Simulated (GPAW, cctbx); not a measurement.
## Reading charge transfer from structure factors

K2TlSnCl6, Fm-3m (no. 225), a = 11.1273 Å, b = 11.1273 Å, c = 11.1273 Å, α = 90.00°, β = 90.00°, γ = 90.00°.

| atom | mult. | x | y | z |
| --- | --- | --- | --- | --- |
| Tl1 | 4 | 1/2 | 0 | 0 |
| Sn1 | 4 | 0 | 0 | 0 |
| K1 | 8 | 1/4 | 3/4 | 3/4 |
| Cl1 | 24 | 0 | 0 | 0.7636 |

The cell comes from substitution in a known structure type and wasn't matched to any measured phase.

Absolute values of the static structure factors of the conventional cell from DFT (PBE, GPAW) against free spherical atoms, in electrons:

| hkl | d (Å) | free atoms | crystal |
| --- | --- | --- | --- |
| 111 | 6.424 | 89.97 | 89.89 |
| 020 | 5.564 | 487.14 | 488.44 |
| 022 | 3.934 | 493.72 | 491.24 |
| 131 | 3.355 | 127.36 | 127.82 |
| 222 | 3.212 | 23.76 | 19.99 |
| 040 | 2.782 | 860.00 | 862.57 |
| 133 | 2.553 | 155.27 | 155.82 |
| 042 | 2.488 | 417.98 | 418.44 |
| 242 | 2.271 | 436.19 | 436.84 |
| 333 | 2.141 | 178.15 | 178.65 |

**Question.** Which way does charge move, and which reflections show it best?

Project each element's phase sum on the total phase. |F| rises if density moves to atoms that scatter in phase and falls if it moves to atoms that scatter against it; the rule is for low angles, since changes of shape take over beyond. Where all elements are in phase the terms compete, and the compactness of the donor's and the acceptor's density matters too.

| hkl | Tl in phase | Sn in phase | K in phase | Cl in phase | change (e) | (%) |
| --- | --- | --- | --- | --- | --- | --- |
| 111 | +4.0 | -4.0 | 0.0 | -2.0 | -0.08 | -0.1 |
| 020 | +4.0 | +4.0 | -8.0 | +8.1 | +1.30 | +0.3 |
| 022 | +4.0 | +4.0 | +8.0 | -7.8 | -2.49 | -0.5 |
| 131 | +4.0 | -4.0 | 0.0 | +0.7 | +0.45 | +0.4 |
| 222 | +4.0 | +4.0 | -8.0 | -23.7 | -3.77 | -15.9 |
| 040 | +4.0 | +4.0 | +8.0 | +23.5 | +2.56 | +0.3 |
| 133 | +4.0 | -4.0 | 0.0 | +3.4 | +0.55 | +0.4 |
| 042 | +4.0 | +4.0 | -8.0 | +7.7 | +0.46 | +0.1 |

Low-angle reflections that set elements apart and change by more than 0.05 e: 111, 020, 022, 131, 222, 133 and 042. The signs fit a gain of density on Cl and a loss on Tl, Sn and K, apart from 111. The best witness is 222, -15.9 %, where Cl enters with -23.7. The real-space density agrees: Voronoi charges Tl +0.23, Sn +0.37, K +0.33, Cl -0.21 e. The shortest bond, Sn–Cl, has Δρ = +0.04 e/Å³ at its midpoint.
